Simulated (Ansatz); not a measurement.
Computed results, one entry a study.

From HSE06 to G0W0: VBiO4 (Clinobisvanite). The structure is monoclinic, space group C2/c (No. 15). Conventional cell: a = 7.247 Å, b = 11.697 Å, c = 5.090 Å, α = 90.00°, β = 134.22°, γ = 90.00°. Nearest to V lie 4 O at 1.69 to 1.77 Å. Bi has 8 O at 2.35 to 2.63 Å nearest. Nearest to O lie 1 V at 1.77 Å and 2 Bi at 2.35 to 2.37 Å. O has 1 V at 1.69 Å and 2 Bi at 2.52 to 2.63 Å nearest. Farther neighbours and most contacts between anions are not listed. The calculation used G0W0 on HSE06, plane waves, PAW (and 1 further level or step) in Ansatz 0.2.0, with cutoff 420 eV, 4×4×4 k-mesh, default PAW, empty bands 847, screening cutoff 180 eV, screening contour deformation, QP bands (v4, c4) in one of its runs. The HSE06 gap over mesh and listed points is 3.359 eV, from k = (0.000, 0.000, 0.333) to k = (0.167, 0.167, 0.167), the G0W0@HSE06 gap over all 24 irreducible mesh points is 3.983 eV, from k = (0.250, 0.250, 0.000) to k = (0.000, -0.500, -0.500) and the GW settings are 4×4×4 mesh, 847 empty bands, screening to 180 eV. The known limits are finite bands, screening cutoff and k mesh; no spin-orbit coupling in G0W0; no spin polarisation. It took 2 runs, 11 min in all on 1 × NVIDIA H100 80GB HBM3 (shared by 6 runs) with 3 threads of AMD EPYC 7R13 (Zen 3), shared host (the runs of this entry). Over all 24 irreducible mesh points the G0W0 gap is 3.983 eV, from k = (0.250, 0.250, 0.000) to k = (0.000, -0.500, -0.500). The HSE06 gap of this run on the mesh is 3.490 eV. The two states that bound the G0W0 gap lie that far apart at the start, so the correction of the gap is 3.983 − 3.490 = +0.493 eV. The valence state moves by 7.709 − 7.718 = −0.009 eV and the conduction state by 11.692 − 11.208 = +0.484 eV, on the run's own scale; how far single levels stand from their limit in bands is not shown. In doubt: masses and optical values from hybrid runs of this build are listed as unsure (in some of the runs), which bears on the screening that GW takes from such a start. The cell and positions come from the Crystallography Open Database and are kept as given unless a step says otherwise. Limits: no spin polarisation; d states lean on the start; no spin-orbit coupling. No second run with other bands and screening cutoff is shown, so the distance to the basis limit is not known. On another start, G0W0@LDA runs of this series (4×4×4 mesh, soft_2 PAW; not shown as steps) give 3.797 eV with 191 bands and 54 eV, 3.684 eV with 446 bands and 108 eV and 3.792 eV with 899 bands and 180 eV. The program doubts an edge level of G0W0@LDA with 191 bands (4×4×4, soft_2 PAW). The differences hold parts that these runs do not separate: finite bands, cutoffs and mesh, points of the zone that were not corrected, the start of G0W0, spin-orbit coupling missing from it, static nuclei, no electron-hole attraction, and what each experiment reads as the gap. How much each gives is not known from the steps shown. The runs have no spin polarisation, and the cell holds V; whether a magnetic state lies lower is not shown here.

[Runs of the session that timed out or met a known fault of the program may be left out.]

[Cells called generated may have been cut or substituted from an entry of the Crystallography Open Database or the Materials Project.]

[Hosts, paths, dates, database ids (printed as entryN), source tags and the programs' standing remarks are cut or masked in the printed files.]
